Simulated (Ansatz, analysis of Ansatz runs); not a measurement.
## CaLa2S4 (I-42d), nudged elastic band: V_S hop (3.3 Å) (q = +2)

Wanted: path and barrier of a jump of S in CaLa2S4 (I-42d) at charge +2. The case: V_S hop (3.3 Å), in a cell of 56 host atoms with 1 S taken out.

Calculated with Ansatz 0.2.0; plane-wave PAW DFT, PBEsol; nudged elastic band between two relaxed defect structures at fixed charge in a uniform background.

## 1. The structure

The cell holds 55 atoms: 8 Ca, 16 La and 31 S. Its edges and angles: a = 12.120 Å, b = 12.120 Å, c = 12.088 Å, α = 60.1°, β = 60.1°, γ = 59.8°. It derives from CaLa2S4 (space group I-42d). Nearest the centre at fractional (0.527, 0.600, 0.721): S34 at 1.63 Å, La15 at 2.44 Å, La22 at 2.48 Å, La18 at 2.64 Å, S46 at 3.57 Å, S26 at 3.60 Å, Ca3 at 3.64 Å, Ca8 at 3.64 Å. The cell carries charge +2.

The cell's shortest repeat is 12.1 Å.

## 2. Relaxation of the start point, charge +2

The ends come first: from an unrelaxed start the top is counted from too high an energy, and the barrier comes out too low. Small random displacements break the symmetry of the ideal sites, so that the defect can distort if it gains by it. The charge of +2 is set by the electron count, and a uniform background keeps the cell neutral.

Input file qp2_c56k1s.start/input.yaml:

```yaml
crystal:
  lattice:
    - [0.0, 8.54729057, 8.59293812]
    - [8.54729057, 0.0, 8.59293812]
    - [8.54729057, 8.54729057, 0.0]
  atoms:
    - { symbol: Ca, position: [0.0, 0.0, 0.0] }
    - { symbol: Ca, position: [0.25, 0.25, 0.25] }
    - { symbol: Ca, position: [0.5, 0.5, 0.5] }
    - { symbol: Ca, position: [0.75, 0.75, 0.75] }
    - { symbol: Ca, position: [0.125, 0.625, 0.875] }
    - { symbol: Ca, position: [0.375, 0.875, 0.125] }
    - { symbol: Ca, position: [0.625, 0.125, 0.375] }
    - { symbol: Ca, position: [0.875, 0.375, 0.625] }
    - { symbol: La, position: [0.0022161, 0.6227839, 0.2477839] }
    - { symbol: La, position: [0.2522161, 0.8727839, 0.4977839] }
    - { symbol: La, position: [0.5022161, 0.1227839, 0.7477839] }
    - { symbol: La, position: [0.7522161, 0.3727839, 0.9977839] }
    - { symbol: La, position: [0.1272161, 0.2477839, 0.0022161] }
    - { symbol: La, position: [0.3772161, 0.4977839, 0.2522161] }
    - { symbol: La, position: [0.6272161, 0.7477839, 0.5022161] }
    - { symbol: La, position: [0.8772161, 0.9977839, 0.7522161] }
    - { symbol: La, position: [0.1227839, 0.5022161, 0.6272161] }
    - { symbol: La, position: [0.3727839, 0.7522161, 0.8772161] }
    - { symbol: La, position: [0.6227839, 0.0022161, 0.1272161] }
    - { symbol: La, position: [0.8727839, 0.2522161, 0.3772161] }
    - { symbol: La, position: [0.2477839, 0.1272161, 0.6227839] }
    - { symbol: La, position: [0.4977839, 0.3772161, 0.8727839] }
    - { symbol: La, position: [0.7477839, 0.6272161, 0.1227839] }
    - { symbol: La, position: [0.9977839, 0.8772161, 0.3727839] }
    - { symbol: S, position: [0.02424153, 0.27631706, 0.79831986] }
    - { symbol: S, position: [0.27424153, 0.52631706, 0.04831986] }
    - { symbol: S, position: [0.52424153, 0.77631706, 0.29831986] }
    - { symbol: S, position: [0.77424153, 0.02631706, 0.54831986] }
    - { symbol: S, position: [0.15131706, 0.39924153, 0.42331986] }
    - { symbol: S, position: [0.65131706, 0.89924153, 0.92331986] }
    - { symbol: S, position: [0.90131706, 0.14924153, 0.17331986] }
    - { symbol: S, position: [0.15112155, 0.04831986, 0.27424153] }
    - { symbol: S, position: [0.40112155, 0.29831986, 0.52424153] }
    - { symbol: S, position: [0.65112155, 0.54831986, 0.77424153] }
    - { symbol: S, position: [0.90112155, 0.79831986, 0.02424153] }
    - { symbol: S, position: [0.14924153, 0.90131706, 0.77612155] }
    - { symbol: S, position: [0.39924153, 0.15131706, 0.02612155] }
    - { symbol: S, position: [0.64924153, 0.40131706, 0.27612155] }
    - { symbol: S, position: [0.89924153, 0.65131706, 0.52612155] }
    - { symbol: S, position: [0.17331986, 0.77612155, 0.14924153] }
    - { symbol: S, position: [0.42331986, 0.02612155, 0.39924153] }
    - { symbol: S, position: [0.67331986, 0.27612155, 0.64924153] }
    - { symbol: S, position: [0.92331986, 0.52612155, 0.89924153] }
    - { symbol: S, position: [0.02612155, 0.42331986, 0.15131706] }
    - { symbol: S, position: [0.27612155, 0.67331986, 0.40131706] }
    - { symbol: S, position: [0.52612155, 0.92331986, 0.65131706] }
    - { symbol: S, position: [0.77612155, 0.17331986, 0.90131706] }
    - { symbol: S, position: [0.04831986, 0.15112155, 0.52631706] }
    - { symbol: S, position: [0.29831986, 0.40112155, 0.77631706] }
    - { symbol: S, position: [0.54831986, 0.65112155, 0.02631706] }
    - { symbol: S, position: [0.79831986, 0.90112155, 0.27631706] }
    - { symbol: S, position: [0.02631706, 0.77424153, 0.65112155] }
    - { symbol: S, position: [0.27631706, 0.02424153, 0.90112155] }
    - { symbol: S, position: [0.52631706, 0.27424153, 0.15112155] }
    - { symbol: S, position: [0.77631706, 0.52424153, 0.40112155] }
total_charge: 2
basis:
  ecutwfc: 420
  xc_grid: 2
hamiltonian:
  xc: pbesol
kpoints:
  mp_grid: { grid: [1, 1, 1], shift: [0.25, 0.25, 0.25] }
scf:
  occupations: { method: fixed }
  max_iter: 120
output:
  forces: true
relax:
  f_tol: 0.02
  max_steps: 70
  random_displacement: { amplitude: 0.03, seed: 1121 }
```

The run is started by

```
$ ansatz run input.yaml --threads 32 --pin off --max-ram 84787MiB --backend cuda --events-out ev --progress --plain --runs-dir out --max-vram 78GiB
```

Numbers of over 12 decimals in the logs are rounded to 6 here.

The program printed:

```text
[... repeated set-up lines and file paths are left out, and long positions are rounded to six places ...]
The last accepted step is kept in <dir> (removed where the run ends without a failure and the disk answers)
Engine: ansatz 0.2.0, aarch64-unknown-linux-gnu
Pseudopotentials: kind: paw
Pseudopotential: Ca, paw, valence charge 10, recommended cutoff 420 eV (normal), Ca.paw.azcp
Pseudopotential: La, paw, valence charge 11, recommended cutoff 420 eV (normal), La.paw.azcp
Pseudopotential: S, paw, valence charge 6, recommended cutoff 420 eV (normal), S.paw.azcp
Functional definition: PBEsol
  exchange = pbesol_x
  correlation = pbesol_c
[...]
Crystal: 55 atoms, lattice volume = 1255.534 Å³
Basis set: ecut = 420 eV, 24517 PW (Γ), exchange–correlation on 180×180×162 points (8 copies of the dense FFT grid, shifted against one another)
Bands: 275, of which v1, the nominal top of the filled ones, is band 220 counted from 1 (219 counted from 0)
Symmetry: 1 space group operations
k-points: 1
Non-local potential: Ca, projectors of the file, l = 0: 3, l = 1: 2, l = 2: 2
Non-local potential: La, projectors of the file, l = 0: 3, l = 1: 2, l = 2: 2, l = 3: 3
Non-local potential: S, projectors of the file, l = 0: 2, l = 1: 2, l = 2: 2
PAW form: soft (Blöchl's): semilocal exchange-correlation on the pseudo side does not see the compensation charge
PAW frozen core: Ca, regenerated for the run's functional, and the local potential with it (the file was generated under x = pbe(κ = 0.804, μ = 0.219515), c = pbe(β = 0.066725))
PAW frozen core: La, regenerated for the run's functional, and the local potential with it (the file was generated under x = pbe(κ = 0.804, μ = 0.219515), c = pbe(β = 0.066725))
PAW frozen core: S, regenerated for the run's functional, and the local potential with it (the file was generated under x = pbe(κ = 0.804, μ = 0.219515), c = pbe(β = 0.066725))
PAW one-centre angular grid: Ca, 110 points (default); XC on 64 Gauss nodes
PAW one-centre angular grid: La, 590 points (default); XC on 64 Gauss nodes
PAW one-centre angular grid: S, 110 points (default); XC on 64 Gauss nodes
Initial density: superposition of atomic densities (neutral atoms scaled as one to the charged cell's electrons: chi_scale 0, normalization atom), corrected by the library's trained network
Initial wavefunctions: pseudopotential atomic-orbital guess
[...]
Functional: x = pbesol(κ = 0.804, μ = 0.123457), c = pbesol(β = 0.046)
SCF iter   1: F=—  HF=-140503.252976 eV  |F-HF|=—  |Δ(HF+E_count)|=         —  Δρ=6.59e-3  dr2=2.30e0  ethr=1.77e-3  ⟨swp⟩=6.0  Hψ=897  notcnv=0  defer=50
preconditioner: auto → Resta (q_TF=auto, 2.291 Å⁻¹)  ε∞=4.7  [insulator: Δε(μ)=1.424 eV  Ē_g=10.095 eV  n_scr=258 (ndim 8)  ℏωp=19.4 eV  f_vac=0.000  ε∞_Penn≈4.7]
SCF iter   2: F=—  HF=-140502.836322 eV  |F-HF|=—  |Δ(HF+E_count)|=   4.17e-1  Δρ=3.20e-3  dr2=4.75e-1  ethr=5.23e-4  ⟨swp⟩=4.0  Hψ=358  notcnv=0  defer=53
[...]
SCF iter   7: F=-140502.726061 eV  HF=-140502.726062 eV  |F-HF|=1.29e-6  |Δ(HF+E_count)|=   2.14e-5  Δρ=1.71e-5  dr2=6.47e-6  ethr=2.27e-9  ⟨swp⟩=3.0  Hψ=1157  notcnv=0
SCF 1 converged in 7 iterations: F = -140502.726061 eV  dr2 = 6.47e-6
  greatest PAW one-centre occupation: 0.995 electrons in one spin orbital (limit 2), on the Ca atom at site 4 (counted from 0), in its partial waves of l = 0
relax step   1: F+E_penalty+E_count = -140502.72606097 eV  Δ(F+E_penalty+E_count) = +0.000e0 eV  max|allowed force component| = 1.501e0 eV/Å  Δτ_max = 0.0000 Å  (7 SCF iters, dr2 threshold 1.00e-5 eV, accepted)
[... the SCF cycles and remarks between the steps are left out from here to the last step ...]
relax step   2: F+E_penalty+E_count = -140503.83268468 eV  Δ(F+E_penalty+E_count) = -1.107e0 eV  max|allowed force component| = 6.037e-1 eV/Å  Δτ_max = 0.1950 Å  (6 SCF iters, dr2 threshold 1.00e-4 eV, accepted)
relax step   3: F+E_penalty+E_count = -140504.14341887 eV  Δ(F+E_penalty+E_count) = -3.107e-1 eV  max|allowed force component| = 1.926e-1 eV/Å  Δτ_max = 0.2000 Å  (6 SCF iters, dr2 threshold 2.28e-5 eV, accepted)
relax step   4: F+E_penalty+E_count = -140504.16256268 eV  Δ(F+E_penalty+E_count) = -1.914e-2 eV  max|allowed force component| = 7.645e-2 eV/Å  Δτ_max = 0.0813 Å  (6 SCF iters, dr2 threshold 3.77e-6 eV, accepted)
relax step   5: F+E_penalty+E_count = -140504.16599315 eV  Δ(F+E_penalty+E_count) = -3.430e-3 eV  max|allowed force component| = 1.942e-2 eV/Å  Δτ_max = 0.0357 Å  (6 SCF iters, dr2 threshold 5.95e-7 eV, accepted)
[...]
SCF 6 converged in 2 iterations: F = -140504.165993 eV  dr2 = 2.33e-8
relax step   6: F+E_penalty+E_count = -140504.16599320 eV  Δ(F+E_penalty+E_count) = -5.562e-8 eV  max|allowed force component| = 1.942e-2 eV/Å  Δτ_max = 0.0000 Å  (2 SCF iters, accepted)
SCF converged after 2 iterations
[...]
max |Σ_I F_I| component: 5.20e-5 eV/Å
--- Relaxed structure (6 steps of the walk, 6 accepted, 0 SCFs on fresh bases) ---
  F+E_penalty+E_count = -140504.16599320 eV   max|allowed force component| = 1.942e-2 eV/Å
  atoms:
    - { symbol: Ca, position: [0.001776, 0.000279, -0.000871] }
    - { symbol: Ca, position: [0.248248, 0.250359, 0.251791] }
    - { symbol: Ca, position: [0.505665, 0.489074, 0.492248] }
    [... 4 atoms left out ...]
    - { symbol: Ca, position: [0.870977, 0.375945, 0.624985] }
    [... 6 atoms left out ...]
    - { symbol: La, position: [0.634064, 0.757628, 0.492799] }
    [... 2 atoms left out ...]
    - { symbol: La, position: [0.372820, 0.755877, 0.888416] }
    [... 3 atoms left out ...]
    - { symbol: La, position: [0.498781, 0.361742, 0.886114] }
    [... 3 atoms left out ...]
    - { symbol: S, position: [0.275885, 0.529393, 0.043154] }
    [... 7 atoms left out ...]
    - { symbol: S, position: [0.622368, 0.558578, 0.763796] }
    [... 7 atoms left out ...]
    - { symbol: S, position: [0.673395, 0.274721, 0.651064] }
    [... 3 atoms left out ...]
    - { symbol: S, position: [0.525952, 0.924315, 0.651864] }
    [... 8 atoms left out ...]
    - { symbol: S, position: [0.774430, 0.525919, 0.401530] }
```

It took 3.4 s on 1 × NVIDIA GB200 with 32 threads of Arm Neoverse V2, shared host; peak memory 1.4 GiB; 14 s of CPU time.

Step by step:

```csv
step,energy less that of the first step (eV),largest force component (eV/Å)
1,0.0000,1.5011
2,-1.1066,0.6037
3,-1.4174,0.1926
4,-1.4365,0.0765
5,-1.4399,0.0194
6,-1.4399,0.0194
```

The atoms that moved most (Å, from the sites as typed, ahead of the random displacement, the mean shift of all atoms taken out):

```csv
atom,dx,dy,dz,length
S34,0.001,-0.333,-0.159,0.369
S36,-0.350,0.102,0.014,0.365
S49,0.131,-0.019,0.296,0.324
La22,-0.016,0.125,-0.124,0.177
La18,0.130,0.098,0.032,0.166
Ca3,-0.157,-0.016,-0.045,0.164
Ca5,0.097,-0.025,-0.126,0.161
La15,0.006,-0.020,0.144,0.145
```

Neighbours of S34 at the end:

```csv
atom,distance (Å)
La22,2.826
La15,2.927
Ca8,2.958
La18,2.985
La12,3.145
Ca4,3.330
S39,3.389
S50,3.440
```

This step gave:

| Item | Value |
| --- | --- |
| free energy | -140504.1660 eV |
| r.m.s. move of the farther half of the atoms | 0.02942 Å |
| largest move from the ideal geometry of this structure, a common shift of the far atoms taken out | 0.3705 Å |

The relaxation gained 1.440 eV and ended with a largest force component of 0.019 eV/Å.

## 3. Relaxation of the end point, charge +2

The end point is relaxed in the same cell and settings, so that the two energies compare. Atoms more than 3.2 Å from the middle of the hop start where the first relaxation left them, the nearer ones on or close to their ideal places, with small random displacements.

Input file qp2_c56k1s.end/input.yaml:

```yaml
crystal:
  lattice:
    - [0.0, 8.54729057, 8.59293812]
    - [8.54729057, 0.0, 8.59293812]
    - [8.54729057, 8.54729057, 0.0]
  atoms:
    - { symbol: Ca, position: [0.00180045, 7.77e-06, -0.00088031] }
    - { symbol: Ca, position: [0.24827296, 0.25008787, 0.25178205] }
    - { symbol: Ca, position: [0.50568992, 0.48880301, 0.49223847] }
[... 4 atom lines left out ...]
    - { symbol: Ca, position: [0.87100227, 0.3756745, 0.62497605] }
[... 6 atom lines left out ...]
    - { symbol: La, position: [0.6272161, 0.7477839, 0.5022161] }
[... 2 atom lines left out ...]
    - { symbol: La, position: [0.3727839, 0.7522161, 0.8772161] }
[... 3 atom lines left out ...]
    - { symbol: La, position: [0.4977839, 0.3772161, 0.8727839] }
[... 3 atom lines left out ...]
    - { symbol: S, position: [0.27590996, 0.52912211, 0.04314451] }
[... 7 atom lines left out ...]
    - { symbol: S, position: [0.403373, 0.65096, 0.668522] }
[... 1 atom line left out ...]
    - { symbol: S, position: [0.17657803, 0.87537336, 0.76051477] }
[... 5 atom lines left out ...]
    - { symbol: S, position: [0.67341947, 0.27445045, 0.65105499] }
[... 3 atom lines left out ...]
    - { symbol: S, position: [0.52597686, 0.92404412, 0.65185491] }
[... 2 atom lines left out ...]
    - { symbol: S, position: [0.30680017, 0.42679705, 0.76533931] }
[... 5 atom lines left out ...]
    - { symbol: S, position: [0.77445485, 0.52564801, 0.40152045] }
total_charge: 2
basis:
  ecutwfc: 420
  xc_grid: 2
hamiltonian:
  xc: pbesol
kpoints:
  mp_grid: { grid: [1, 1, 1], shift: [0.25, 0.25, 0.25] }
scf:
  occupations: { method: fixed }
  max_iter: 120
output:
  forces: true
relax:
  f_tol: 0.02
  max_steps: 70
  random_displacement: { amplitude: 0.01, seed: 1121 }
```

The program printed:

```text
[...]
Crystal: 55 atoms, lattice volume = 1255.534 Å³
Basis set: ecut = 420 eV, 24517 PW (Γ), exchange–correlation on 180×180×162 points (8 copies of the dense FFT grid, shifted against one another)
Bands: 275, of which v1, the nominal top of the filled ones, is band 220 counted from 1 (219 counted from 0)
Symmetry: 1 space group operations
k-points: 1
[...]
SCF iter   1: F=—  HF=-140502.610350 eV  |F-HF|=—  |Δ(HF+E_count)|=         —  Δρ=6.51e-3  dr2=2.09e0  ethr=1.77e-3  ⟨swp⟩=6.0  Hψ=899  notcnv=0  defer=50
[...]
SCF iter   2: F=—  HF=-140502.232574 eV  |F-HF|=—  |Δ(HF+E_count)|=   3.78e-1  Δρ=3.09e-3  dr2=4.18e-1  ethr=4.76e-4  ⟨swp⟩=4.0  Hψ=356  notcnv=0  defer=53
[...]
SCF iter   7: F=-140502.138819 eV  HF=-140502.138820 eV  |F-HF|=1.50e-6  |Δ(HF+E_count)|=   2.06e-5  Δρ=1.77e-5  dr2=7.10e-6  ethr=2.27e-9  ⟨swp⟩=3.0  Hψ=1141  notcnv=0
[...]
SCF converged after 6 iterations
[...]
max |Σ_I F_I| component: 3.89e-5 eV/Å
--- Relaxed structure (5 steps of the walk, 5 accepted, 0 SCFs on fresh bases) ---
  F+E_penalty+E_count = -140504.17294326 eV   max|allowed force component| = 9.746e-3 eV/Å
  atoms:
    - { symbol: Ca, position: [-0.001156, 0.001368, -0.000988] }
    - { symbol: Ca, position: [0.247015, 0.249047, 0.252786] }
    - { symbol: Ca, position: [0.502823, 0.499432, 0.501019] }
    [... 4 atoms left out ...]
    - { symbol: Ca, position: [0.888141, 0.366647, 0.613586] }
    [... 6 atoms left out ...]
    - { symbol: La, position: [0.628887, 0.761161, 0.485473] }
    [... 2 atoms left out ...]
    - { symbol: La, position: [0.357430, 0.763087, 0.880101] }
    [... 3 atoms left out ...]
    - { symbol: La, position: [0.490652, 0.368626, 0.882218] }
    [... 3 atoms left out ...]
    - { symbol: S, position: [0.272541, 0.527291, 0.048512] }
    [... 7 atoms left out ...]
    - { symbol: S, position: [0.430753, 0.638438, 0.682645] }
    [... 7 atoms left out ...]
    - { symbol: S, position: [0.673865, 0.275900, 0.650742] }
    [... 3 atoms left out ...]
    - { symbol: S, position: [0.527027, 0.918182, 0.653012] }
    [... 8 atoms left out ...]
    - { symbol: S, position: [0.776070, 0.525477, 0.399829] }
```

It took 3.2 s on 1 × NVIDIA GB200 with 32 threads; peak memory 1.4 GiB; 13 s of CPU time.

Relaxation path:

```csv
step,energy less that of the first step (eV),largest force component (eV/Å)
1,0.0000,1.6291
2,-1.5827,0.6586
3,-2.0102,0.1470
4,-2.0331,0.0254
5,-2.0341,0.0097
```

The atoms that moved most (Å, from the sites as typed, ahead of the random displacement):

```csv
atom,dx,dy,dz,length
S50,-0.341,-0.160,-0.041,0.379
S34,0.015,0.355,0.128,0.378
S36,0.328,-0.156,-0.036,0.365
S49,-0.113,0.012,-0.256,0.280
S39,0.104,0.005,-0.246,0.267
Ca8,-0.174,0.050,0.070,0.194
Ca3,0.167,0.051,0.067,0.187
La15,-0.028,-0.128,0.129,0.184
```

Neighbours of S34 at the end:

```csv
atom,distance (Å)
La15,2.830
La22,2.921
Ca3,2.953
La18,2.983
La10,3.141
Ca5,3.347
S49,3.384
S36,3.451
```

Numbers from this step:

| Item | Value |
| --- | --- |
| free energy | -140504.1729 eV |
| r.m.s. move of the farther half of the atoms | 0.02959 Å |
| largest move from the ideal geometry of this structure, a common shift of the far atoms taken out | 0.3867 Å |

The relaxation gained 2.034 eV and ended with a largest force component of 0.0097 eV/Å. The end lies 0.007 eV below the start.

[end of part 1 of 2]

[Logs are printed without paths, hosts, clocks, repeated set-up lines and the standing remarks that a program may print on its own settings, such as how far it seeks lower states.]

[Hosts, paths, dates, database ids (printed as entryN), source tags and the programs' standing remarks are cut or masked in the printed files.]
